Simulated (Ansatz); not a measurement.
# Mo(100) with 4 thermally displaced layers, 2x2: scattering by thermal displacements, part 2 of 2

How much do lattice vibrations at 500 K scatter the electrons of Mo? Layers with random displacements are laid between perfect leads, and the resistance is followed against their length. The measured value for the pure metal at this temperature is 10.6 µΩ cm (CRC Handbook of Chemistry and Physics, 84th ed., 2003, Electrical Resistivity of Pure Metals).

Ansatz 0.2.0; Ansatz plane-wave DFT, PBE, PAW files; ballistic transport by layer matching (Landauer), zero bias; PAW set soft_1.

So far, open channels per spin nearest the Fermi level: step 2 (with 4 displaced layers) 6.78.

## (3) With 8 displaced layers

Each atom of 8 layers is moved at random, by amounts drawn from a normal law 0.0619 Å wide in each direction from the Debye model (450 K) at 500 K. A fresh draw is used; the growth of the resistance with length is what counts.

System of this step: Mo(100) with 8 thermally displaced layers, 2x2. The cell holds 72 atoms: 72 Mo. Cell: a = 6.294 Å, b = 6.294 Å, c = 28.323 Å, α = 90.0°, β = 90.0°, γ = 90.0°. It derives from Mo. Regions: lead, 40 atoms (40 Mo); scattering region, 32 atoms (32 Mo). The structure is stacked along c, and the current runs across the ab planes.

Input file input.yaml:

```yaml
crystal:
  lattice:
    - [6.294, 0.0, 0.0]
    - [0.0, 6.294, 0.0]
    - [0.0, 0.0, 28.323]
  atoms:
    - { symbol: Mo, position: [0.0, 0.0, 0.0277777778] }
    - { symbol: Mo, position: [0.0, 0.5, 0.0277777778] }
    - { symbol: Mo, position: [0.5, 0.0, 0.0277777778] }
    - { symbol: Mo, position: [0.5, 0.5, 0.0277777778] }
    - { symbol: Mo, position: [0.25, 0.25, 0.0833333333] }
    - { symbol: Mo, position: [0.25, 0.75, 0.0833333333] }
    - { symbol: Mo, position: [0.75, 0.25, 0.0833333333] }
    - { symbol: Mo, position: [0.75, 0.75, 0.0833333333] }
    - { symbol: Mo, position: [0.0, 0.0, 0.1388888889] }
    - { symbol: Mo, position: [0.0, 0.5, 0.1388888889] }
    - { symbol: Mo, position: [0.5, 0.0, 0.1388888889] }
    - { symbol: Mo, position: [0.5, 0.5, 0.1388888889] }
    - { symbol: Mo, position: [0.25, 0.25, 0.1944444444] }
    - { symbol: Mo, position: [0.25, 0.75, 0.1944444444] }
    - { symbol: Mo, position: [0.75, 0.25, 0.1944444444] }
    - { symbol: Mo, position: [0.75, 0.75, 0.1944444444] }
    - { symbol: Mo, position: [0.0, 0.0, 0.25] }
    - { symbol: Mo, position: [0.0, 0.5, 0.25] }
    - { symbol: Mo, position: [0.5, 0.0, 0.25] }
    - { symbol: Mo, position: [0.5, 0.5, 0.25] }
    - { symbol: Mo, position: [0.2677114346, 0.2629284655, 0.3063362933] }
    - { symbol: Mo, position: [0.2381213132, 0.7499562125, 0.306989699] }
    - { symbol: Mo, position: [0.7373344316, 0.2538843489, 0.3064946412] }
    - { symbol: Mo, position: [0.7568426269, 0.738359224, 0.3041099917] }
    - { symbol: Mo, position: [0.9957095112, 0.9884999617, 0.3649109562] }
    - { symbol: Mo, position: [0.9951248221, 0.5032340205, 0.3605462303] }
    - { symbol: Mo, position: [0.515566737, 0.012980148, 0.3624947413] }
    - { symbol: Mo, position: [0.4783378299, 0.5005114842, 0.3626047006] }
    - { symbol: Mo, position: [0.2598697023, 0.243925506, 0.4206470558] }
    - { symbol: Mo, position: [0.237019164, 0.7434966788, 0.4187093887] }
    - { symbol: Mo, position: [0.750482244, 0.2696850348, 0.4170785081] }
    - { symbol: Mo, position: [0.7437752228, 0.7462882649, 0.414282935] }
    - { symbol: Mo, position: [0.9874394368, 0.0061974222, 0.4734918444] }
    - { symbol: Mo, position: [0.0127264931, 0.4925816539, 0.4759122677] }
    - { symbol: Mo, position: [0.4971747613, 0.0154776252, 0.4712767528] }
    - { symbol: Mo, position: [0.4927696425, 0.5024555793, 0.4744755477] }
    - { symbol: Mo, position: [0.251582846, 0.2442438084, 0.5248477322] }
    - { symbol: Mo, position: [0.2362219954, 0.7549417529, 0.5299399174] }
    - { symbol: Mo, position: [0.7483848598, 0.2394381802, 0.5296850367] }
    - { symbol: Mo, position: [0.7374127583, 0.7429900009, 0.5291344612] }
    - { symbol: Mo, position: [0.977879409, 0.0037983056, 0.5820626734] }
    - { symbol: Mo, position: [0.0010743021, 0.4992557967, 0.583774875] }
    - { symbol: Mo, position: [0.5068242356, 0.9925446513, 0.5864376286] }
    - { symbol: Mo, position: [0.5071380516, 0.5082945308, 0.5858781099] }
    - { symbol: Mo, position: [0.2577425884, 0.2582979324, 0.6390540316] }
    - { symbol: Mo, position: [0.235973733, 0.7486724044, 0.6372077975] }
    - { symbol: Mo, position: [0.7360133714, 0.2525407866, 0.6376468286] }
    - { symbol: Mo, position: [0.7398762428, 0.7397465099, 0.6394752762] }
    - { symbol: Mo, position: [0.0035260168, 0.013000758, 0.6944140463] }
    - { symbol: Mo, position: [0.0102420735, 0.5137853247, 0.6969571109] }
    - { symbol: Mo, position: [0.4767472721, 0.012078891, 0.6951863826] }
    - { symbol: Mo, position: [0.5041659932, 0.5036494465, 0.6952806206] }
    - { symbol: Mo, position: [0.25, 0.25, 0.75] }
    - { symbol: Mo, position: [0.25, 0.75, 0.75] }
    - { symbol: Mo, position: [0.75, 0.25, 0.75] }
    - { symbol: Mo, position: [0.75, 0.75, 0.75] }
    - { symbol: Mo, position: [0.0, 0.0, 0.8055555556] }
    - { symbol: Mo, position: [0.0, 0.5, 0.8055555556] }
    - { symbol: Mo, position: [0.5, 0.0, 0.8055555556] }
    - { symbol: Mo, position: [0.5, 0.5, 0.8055555556] }
    - { symbol: Mo, position: [0.25, 0.25, 0.8611111111] }
    - { symbol: Mo, position: [0.25, 0.75, 0.8611111111] }
    - { symbol: Mo, position: [0.75, 0.25, 0.8611111111] }
    - { symbol: Mo, position: [0.75, 0.75, 0.8611111111] }
    - { symbol: Mo, position: [0.0, 0.0, 0.9166666667] }
    - { symbol: Mo, position: [0.0, 0.5, 0.9166666667] }
    - { symbol: Mo, position: [0.5, 0.0, 0.9166666667] }
    - { symbol: Mo, position: [0.5, 0.5, 0.9166666667] }
    - { symbol: Mo, position: [0.25, 0.25, 0.9722222222] }
    - { symbol: Mo, position: [0.25, 0.75, 0.9722222222] }
    - { symbol: Mo, position: [0.75, 0.25, 0.9722222222] }
    - { symbol: Mo, position: [0.75, 0.75, 0.9722222222] }
kpoints:
  mp_grid: { grid: [4, 4, 1] }
hamiltonian:
  xc: pbe
  pseudopotentials: { kind: paw, azcp: { folder: soft_1 } }
scf:
  occupations: { method: fermi_dirac, width: 0.1 }
output:
  transmission: { leads: [[0, 4]], kmesh: [8, 8], e_range: [-0.05, 0.05], de: 0.05 }
  write_potential: true
  write_density: true
  volumetric_format: npy
```

Launch:

```console
> ansatz run input.yaml --threads 8 --pin off --max-ram 15360MiB --backend cpu --events-out ev --progress --plain --runs-dir out
```

Numbers of over 12 decimals in the logs are rounded to 6 here.

What it wrote:

```text
[...]
Crystal: 72 atoms, lattice volume = 1122.000 Å³
Basis set: ecut = 420 eV, 21955 PW (Γ)
Bands: 605, of which v1, the nominal top of the filled ones, is band 504 counted from 1 (503 counted from 0)
Symmetry: 1 space group operations
[...]
k-points: 10 of 16 (time reversal used)
[...]
SCF iter   1: F=—  HF=-356877.993013 eV  |F-HF|=—  |Δ(HF+E_count)|=         —  Δρ=1.06e-1  dr2=1.27e2  ethr=3.10e-3  ⟨swp⟩=4.4  Hψ=21787  notcnv=0
[...]
SCF iter   8: F=-356834.072242 eV  HF=-356834.072242 eV  |F-HF|=4.27e-8  |Δ(HF+E_count)|=   2.56e-9  Δρ=1.05e-6  dr2=4.95e-8  ethr=9.92e-12  ⟨swp⟩=7.7  Hψ=15586  notcnv=0
SCF 1 converged in 8 iterations: F = -356834.072242 eV  dr2 = 4.95e-8
[...]
transmission: 195 of 1904 steps passed
transmission: 381 of 1904 steps passed
[...]
transmission: 1904 of 1904 steps passed
SCF converged after 8 iterations
Free energy (F): -356834.072242 eV
[...]
Internal energy: -356832.417184 eV  (E = F + TS)
E sigma→0 (E₀):  -356833.244713 eV
Entropy (-TS):   -1.655058 eV (-22.987 meV/atom)
Fermi energy:    21.104470 eV
[...]
--- Band table (eV; the first three rows and the last of 10) ---
  k-point 0: bands = [... 500 lower, 20.9477, 20.9697, 20.9852, 20.9903, 21.0187, 21.0345, 21.0695, 21.0851, ... 97 higher]
  k-point 1: bands = [... 500 lower, 21.0560, 21.0699, 21.0885, 21.1015, 21.1152, 21.1476, 21.1525, 21.1831, ... 97 higher]
  k-point 2: bands = [... 500 lower, 20.9541, 20.9904, 21.0509, 21.0732, 21.2010, 21.2344, 21.2507, 21.2899, ... 97 higher]
  k-point 9: bands = [... 500 lower, 20.3126, 20.3385, 20.4379, 20.4873, 21.3815, 21.4115, 21.4551, 21.4756, ... 97 higher]
--- Transmission ---
  basis      : 349 plane waves across, 56 finite elements along
  points     : 34, standing for a mesh of 8 x 8
[...]
channels       : 6.593750e0 a spin
[...]
slowest decay  : 0.0405 /Å at (0.3750, 0.5000)
  junction   : crystal 0 to crystal 0, 0.70 to 27.45 Å
    transmission   : 5.261687e0 a spin
[...]
```

Run time: 20 min. Hardware: 8 threads of Arm Neoverse N1, shared host; peak memory 8.1 GiB.

This step gave:

| Item | Value |
| --- | --- |
| free energy | -356834.0722 eV |
| energy at zero smearing | -356833.2447 eV |
| Fermi energy | 21.10 eV |
| transmission per spin nearest the Fermi level | 5.262 |
| open channels per spin nearest the Fermi level | 6.594 |

Per spin. Table of transmission, zone mean by energy, zero at the Fermi level:

```
energy (eV)  transmission, zone mean
    -0.0500                     5.29
     0.0000                     5.26
     0.0500                     5.20
```

Over the solved energies the transmission per spin lies between 5.20 and 5.29, out of 6.59 channels of the lead on average (up to 6.66).

## (4) With 12 displaced layers

Each atom of 12 layers is moved at random, by amounts drawn from a normal law 0.0619 Å wide in each direction from the Debye model (450 K) at 500 K. A fresh draw is used; the growth of the resistance with length is what counts.

System of this step: Mo(100) with 12 thermally displaced layers, 2x2. The cell holds 88 atoms: 88 Mo. Its edges and angles: a = 6.294 Å, b = 6.294 Å, c = 34.617 Å, α = 90.0°, β = 90.0°, γ = 90.0°. It derives from Mo. Regions: lead, 40 atoms (40 Mo); scattering region, 48 atoms (48 Mo). The structure is stacked along c, and the current runs across the ab planes.

Input file input.yaml:

```yaml
crystal:
  lattice:
    - [6.294, 0.0, 0.0]
    - [0.0, 6.294, 0.0]
    - [0.0, 0.0, 34.617]
  atoms:
    - { symbol: Mo, position: [0.0, 0.0, 0.0227272727] }
    - { symbol: Mo, position: [0.0, 0.5, 0.0227272727] }
    - { symbol: Mo, position: [0.5, 0.0, 0.0227272727] }
    - { symbol: Mo, position: [0.5, 0.5, 0.0227272727] }
    - { symbol: Mo, position: [0.25, 0.25, 0.0681818182] }
    - { symbol: Mo, position: [0.25, 0.75, 0.0681818182] }
    - { symbol: Mo, position: [0.75, 0.25, 0.0681818182] }
    - { symbol: Mo, position: [0.75, 0.75, 0.0681818182] }
    - { symbol: Mo, position: [0.0, 0.0, 0.1136363636] }
    - { symbol: Mo, position: [0.0, 0.5, 0.1136363636] }
    - { symbol: Mo, position: [0.5, 0.0, 0.1136363636] }
    - { symbol: Mo, position: [0.5, 0.5, 0.1136363636] }
    - { symbol: Mo, position: [0.25, 0.25, 0.1590909091] }
    - { symbol: Mo, position: [0.25, 0.75, 0.1590909091] }
    - { symbol: Mo, position: [0.75, 0.25, 0.1590909091] }
    - { symbol: Mo, position: [0.75, 0.75, 0.1590909091] }
    - { symbol: Mo, position: [0.0, 0.0, 0.2045454545] }
    - { symbol: Mo, position: [0.0, 0.5, 0.2045454545] }
    - { symbol: Mo, position: [0.5, 0.0, 0.2045454545] }
    - { symbol: Mo, position: [0.5, 0.5, 0.2045454545] }
    - { symbol: Mo, position: [0.2531400836, 0.2464716105, 0.2466009974] }
    - { symbol: Mo, position: [0.2489292858, 0.7420987075, 0.2519306953] }
    - { symbol: Mo, position: [0.7471612067, 0.2508206259, 0.2484814055] }
    - { symbol: Mo, position: [0.7449801946, 0.7498866213, 0.247345025] }
    - { symbol: Mo, position: [0.0029559623, 0.9989572295, 0.2933351776] }
    - { symbol: Mo, position: [0.9764235555, 0.5050436908, 0.2949226407] }
    - { symbol: Mo, position: [0.4947896161, 0.9976784212, 0.2987013334] }
    - { symbol: Mo, position: [0.4995104188, 0.5008515329, 0.292796536] }
    - { symbol: Mo, position: [0.26619459, 0.2590196014, 0.3428161413] }
    - { symbol: Mo, position: [0.250468659, 0.7590114105, 0.3415721251] }
    - { symbol: Mo, position: [0.7560281128, 0.248503828, 0.3382746483] }
    - { symbol: Mo, position: [0.7601144171, 0.7309778821, 0.3404802256] }
    - { symbol: Mo, position: [0.9979893891, 0.9897478954, 0.387459539] }
    - { symbol: Mo, position: [0.9980306074, 0.4957052537, 0.3872928069] }
    - { symbol: Mo, position: [0.4953148673, 0.0136547246, 0.3869918308] }
    - { symbol: Mo, position: [0.4953369477, 0.4808864035, 0.3840261448] }
    - { symbol: Mo, position: [0.2606843693, 0.2495025238, 0.4313121211] }
    - { symbol: Mo, position: [0.2661544073, 0.737390587, 0.430771371] }
    - { symbol: Mo, position: [0.7453541054, 0.2557641393, 0.4306321721] }
    - { symbol: Mo, position: [0.7439696382, 0.7342201664, 0.4331218285] }
    - { symbol: Mo, position: [0.0079249601, 0.995316856, 0.4775646828] }
    - { symbol: Mo, position: [0.9872923101, 0.4953617195, 0.4797356911] }
    - { symbol: Mo, position: [0.5013343359, 0.022712622, 0.4758656908] }
    - { symbol: Mo, position: [0.5057046351, 0.4980780297, 0.478284076] }
    - { symbol: Mo, position: [0.2499291069, 0.2444829978, 0.5211764855] }
    - { symbol: Mo, position: [0.280141462, 0.7492396395, 0.5191226725] }
    - { symbol: Mo, position: [0.7436237651, 0.2566656438, 0.5218335525] }
    - { symbol: Mo, position: [0.763374216, 0.7598543338, 0.5224549811] }
    - { symbol: Mo, position: [0.9953577598, 0.9901220455, 0.5669306907] }
    - { symbol: Mo, position: [0.9855178885, 0.5118401272, 0.5710250532] }
    - { symbol: Mo, position: [0.4876512119, 0.9883831618, 0.5650207618] }
    - { symbol: Mo, position: [0.4905245833, 0.4694623578, 0.5661400969] }
    - { symbol: Mo, position: [0.2627496601, 0.2466017774, 0.6151638563] }
    - { symbol: Mo, position: [0.245193064, 0.7673086923, 0.6139924479] }
    - { symbol: Mo, position: [0.7462446283, 0.2750922603, 0.6130563993] }
    - { symbol: Mo, position: [0.73799445, 0.7519849282, 0.6135669495] }
    - { symbol: Mo, position: [0.0104827775, 0.9909396409, 0.6605292685] }
    - { symbol: Mo, position: [0.008383163, 0.4934361285, 0.6593826931] }
    - { symbol: Mo, position: [0.4918330794, 0.0230610691, 0.6578323227] }
    - { symbol: Mo, position: [0.4955459353, 0.4895220054, 0.6584722483] }
    - { symbol: Mo, position: [0.2499422342, 0.2575479484, 0.7034542644] }
    - { symbol: Mo, position: [0.2481737014, 0.7360748373, 0.7030665472] }
    - { symbol: Mo, position: [0.7770916744, 0.2602362088, 0.7031487291] }
    - { symbol: Mo, position: [0.7368523727, 0.7404092823, 0.7045066841] }
    - { symbol: Mo, position: [0.0003414004, 0.9926823718, 0.7477003635] }
    - { symbol: Mo, position: [0.0139830574, 0.5044404099, 0.7493304932] }
    - { symbol: Mo, position: [0.4978307333, 0.9947943147, 0.744752082] }
    - { symbol: Mo, position: [0.5011370433, 0.4894757381, 0.7482077917] }
    - { symbol: Mo, position: [0.25, 0.25, 0.7954545455] }
    - { symbol: Mo, position: [0.25, 0.75, 0.7954545455] }
    - { symbol: Mo, position: [0.75, 0.25, 0.7954545455] }
    - { symbol: Mo, position: [0.75, 0.75, 0.7954545455] }
    - { symbol: Mo, position: [0.0, 0.0, 0.8409090909] }
    - { symbol: Mo, position: [0.0, 0.5, 0.8409090909] }
    - { symbol: Mo, position: [0.5, 0.0, 0.8409090909] }
    - { symbol: Mo, position: [0.5, 0.5, 0.8409090909] }
    - { symbol: Mo, position: [0.25, 0.25, 0.8863636364] }
    - { symbol: Mo, position: [0.25, 0.75, 0.8863636364] }
    - { symbol: Mo, position: [0.75, 0.25, 0.8863636364] }
    - { symbol: Mo, position: [0.75, 0.75, 0.8863636364] }
    - { symbol: Mo, position: [0.0, 0.0, 0.9318181818] }
    - { symbol: Mo, position: [0.0, 0.5, 0.9318181818] }
    - { symbol: Mo, position: [0.5, 0.0, 0.9318181818] }
    - { symbol: Mo, position: [0.5, 0.5, 0.9318181818] }
    - { symbol: Mo, position: [0.25, 0.25, 0.9772727273] }
    - { symbol: Mo, position: [0.25, 0.75, 0.9772727273] }
    - { symbol: Mo, position: [0.75, 0.25, 0.9772727273] }
    - { symbol: Mo, position: [0.75, 0.75, 0.9772727273] }
kpoints:
  mp_grid: { grid: [4, 4, 1] }
hamiltonian:
  xc: pbe
  pseudopotentials: { kind: paw, azcp: { folder: soft_1 } }
scf:
  occupations: { method: fermi_dirac, width: 0.1 }
output:
  transmission: { leads: [[0, 4]], kmesh: [8, 8], e_range: [-0.05, 0.05], de: 0.05 }
  write_potential: true
  write_density: true
  volumetric_format: npy
```

What it wrote:

```text
[...]
Crystal: 88 atoms, lattice volume = 1371.333 Å³
Basis set: ecut = 420 eV, 26839 PW (Γ)
Bands: 740, of which v1, the nominal top of the filled ones, is band 616 counted from 1 (615 counted from 0)
Symmetry: 1 space group operations
[...]
k-points: 10 of 16 (time reversal used)
[...]
SCF iter   1: F=—  HF=-436182.578571 eV  |F-HF|=—  |Δ(HF+E_count)|=         —  Δρ=1.05e-1  dr2=1.61e2  ethr=3.10e-3  ⟨swp⟩=4.5  Hψ=25650  notcnv=0
[...]
SCF iter   9: F=-436129.009667 eV  HF=-436129.009667 eV  |F-HF|=1.86e-9  |Δ(HF+E_count)|=   4.07e-9  Δρ=3.34e-7  dr2=2.30e-9  ethr=8.12e-12  ⟨swp⟩=6.6  Hψ=15458  notcnv=0
SCF 1 converged in 9 iterations: F = -436129.009667 eV  dr2 = 2.30e-9
[...]
transmission: 240 of 2346 steps passed
transmission: 474 of 2346 steps passed
[...]
transmission: 2346 of 2346 steps passed
SCF converged after 9 iterations
Free energy (F): -436129.009667 eV
[...]
Internal energy: -436126.845807 eV  (E = F + TS)
E sigma→0 (E₀):  -436127.927737 eV
Entropy (-TS):   -2.163860 eV (-24.589 meV/atom)
Fermi energy:    21.119595 eV
[...]
--- Band table (eV; the first three rows and the last of 10) ---
  k-point 0: bands = [... 612 lower, 21.1115, 21.1181, 21.1428, 21.1684, 21.1946, 21.2008, 21.3067, 21.3201, ... 120 higher]
  k-point 1: bands = [... 612 lower, 21.0705, 21.0864, 21.1031, 21.1112, 21.1211, 21.1431, 21.1541, 21.1737, ... 120 higher]
  k-point 2: bands = [... 612 lower, 20.9861, 21.0507, 21.0621, 21.0979, 21.1549, 21.1837, 21.2070, 21.2439, ... 120 higher]
  k-point 9: bands = [... 612 lower, 20.2756, 20.3812, 20.3916, 20.5470, 21.3183, 21.3809, 21.4315, 21.4640, ... 120 higher]
--- Transmission ---
  basis      : 349 plane waves across, 69 finite elements along
  points     : 34, standing for a mesh of 8 x 8
[...]
channels       : 6.593750e0 a spin
[...]
slowest decay  : 0.0455 /Å at (0.3750, 0.5000)
  junction   : crystal 0 to crystal 0, 0.70 to 33.74 Å
    transmission   : 4.265874e0 a spin
[...]
```

Run time: 24 min. Hardware: 8 threads; peak memory 8.2 GiB; 3 h of CPU time.

Numbers from this step:

| Item | Value |
| --- | --- |
| free energy | -436129.0097 eV |
| energy at zero smearing | -436127.9277 eV |
| Fermi energy | 21.12 eV |
| transmission per spin nearest the Fermi level | 4.266 |
| step of the lead's potential | 4.9 meV |

Per spin. Table of transmission, zone mean by energy, zero at the Fermi level:

```
energy (eV)  transmission, zone mean
    -0.0500                     4.21
     0.0000                     4.27
     0.0500                     4.31
```

Over the solved energies the transmission per spin lies between 4.21 and 4.31, out of 6.64 channels of the lead on average (up to 6.78).

## (5) The fit

This step: Ansatz plane-wave DFT, PBE, PAW files; ballistic transport by layer matching (Landauer), zero bias; resistivity from the slope of the area resistance; PAW set soft_1 (Ansatz 0.2.0).

This step gave:

| Property | Result |
| --- | --- |
| resistivity | 26.06 µΩ cm |
| intercept | -0.08512 fΩ m² |
| scatter about the fit | 0.03167 fΩ m² |

Resistance, by row:

```
run  length (Å)      T  channels N  RA (fΩ m²)
 n4       6.294  5.946        6.74      0.1013
 n8       12.59  5.252       6.594      0.1981
n12       18.88  4.261       6.635      0.4293
```

Area resistance against length of the displaced region:

```
length of the displaced region (Å)  area resistance (fΩ m²)
                              6.29                    0.101
                             12.59                    0.198
                             18.88                    0.429
```

The area resistance goes from 0.10 to 0.43 fΩ m² between 6.3 and 18.9 Å, a slope of 26 µΩ cm.

By hand from the end points: (0.4293 − 0.1013) fΩ m² / (18.88 − 6.29) Å = 26 µΩ cm, since 1 fΩ m² per Å is 1000 µΩ cm.

## (6) Results

| Property | Result |
| --- | --- |
| resistivity from the slope | 26.1 µΩ cm |
| area resistance over 6.29 Å | 0.101 fΩ m² |
| area resistance over 12.6 Å | 0.198 fΩ m² |
| area resistance over 18.9 Å | 0.429 fΩ m² |

The slope gives 26 µΩ cm. The points scatter by 0.032 fΩ m² about the line, with one random draw a length in a 2x2 cell, so the slope is a rough value. The mean square of the displacements drawn is 0.78, 0.99 and 1.2 of the nominal one at the three lengths; with each resistance scaled back by that, the slope is 19 µΩ cm, the value used below. The lead's own channel count moves between the runs (6.74, 6.59 and 6.64), which shifts RA and the slope too. Read with a model of isotropic scattering on a spherical Fermi surface and the lead's 1.3×10¹⁵ S/m², this slope means a mean free path near 33 Å; over these lengths the model's slope is 1.07 times its bulk resistivity, which would be 17 µΩ cm. Uncorrelated displacements put too much weight on short waves, which scatter strongly; with the sideways repeat of a small cell, one draw and three short lengths, the method is good to a factor of two or three. The measured value is 10.6 µΩ cm (CRC Handbook of Chemistry and Physics, 84th ed., 2003, Electrical Resistivity of Pure Metals); the scaled slope is 1.8 times that and the corrected value 1.6: clearly high.

[Logs are printed without paths, hosts, clocks, repeated set-up lines and the standing remarks that a program may print on its own settings, such as how far it seeks lower states.]

[Hosts, paths, dates, database ids (printed as entryN), source tags and the programs' standing remarks are cut or masked in the printed files.]
